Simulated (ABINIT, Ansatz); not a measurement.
Entries from a set of simulations; values are calculated unless marked as measured.

KRb2ScF6 (Fm-3m): one start, several treatments of the self-energy. Symmetry: Fm-3m, No. 225, cubic system. The conventional cell has a = 9.019 Å, b = 9.019 Å, c = 9.019 Å, α = 90.00°, β = 90.00°, γ = 90.00°. Nearest to K lie 6 F at 2.53 Å. Rb has 12 F at 3.20 Å nearest. Nearest to Sc lie 6 F at 1.98 Å. Nearest to F lie 1 Sc at 1.98 Å and 1 K at 2.53 Å and 4 Rb at 3.20 Å. Farther neighbours, and contacts between anions beyond the nearest, are not listed. The calculation used RPA screening on LDA, plane waves, norm-conserving pseudopotentials (and 3 further levels or steps) in ABINIT 10.8.3, with cutoff 36 Ha, PseudoDojo scalar-relativistic 0.4.1 standard, norm-conserving, ngkpt (2, 2, 2), nband 193, ecuteps 5.2 Ha, gwcalctyp 2, nfreqre 16, nfreqim 8, inclvkb 2, freqremax 40 eV, spmeth 1, nomegasf 120, shiftk (0, 0, 0), symchi 1, awtr 1, frequency cd, 2×2×2 k-mesh. The G0W0, Godby-Needs plasmon pole is 9.827 eV, the G0W0, von der Linden-Horsch plasmon pole is 9.996 eV and the G0W0, Engel-Farid plasmon pole is 9.820 eV. The one-shot Hartree-Fock is 18.309 eV and the G0W0, contour deformation is 9.792 eV. The known limits are short of the basis limit; no spin-orbit coupling; coarse k mesh. G0W0, von der Linden-Horsch plasmon pole: +0.169 eV against G0W0, Godby-Needs plasmon pole. G0W0, Engel-Farid plasmon pole: −0.007 eV against G0W0, Godby-Needs plasmon pole. The program's warnings: Min real frequency set to default [Ha] = and nproc spkpt=  >= nkpt= * nsppol=. The cell and positions come from the Crystallography Open Database and are kept as given unless a step says otherwise. Limits: no spin-orbit coupling. The 2×2×2 mesh is coarse for this cell, which bears on the long-range parts of exchange and screening.

[Paths, hosts, dates, memory and timing lines, banners, echoed tables and standing remarks are left out of the program output; an Ansatz launch command may be rebuilt from the run's recorded settings. Measured values are a selection of at most five: reports struck by readers or far from the other reports are left out. None is set beside runs whose start may be inverted or whose files or cutoffs have a known fault.]

[Runs of the session that timed out or met a known fault of the program may be left out.]

[Hosts, paths, dates, database ids (printed as entryN), source tags and the programs' standing remarks are cut or masked in the printed files.]

[G0W0 gaps are taken among the corrected bands and points alone; a level outside them can change the order at an edge.]

[Where Ansatz stands beside ABINIT at settings called matched, ABINIT's density can come from a denser mesh and the files from another edition; pairs whose starting gaps differed by over 0.03 eV were left out, so agreement reads better than it is.]
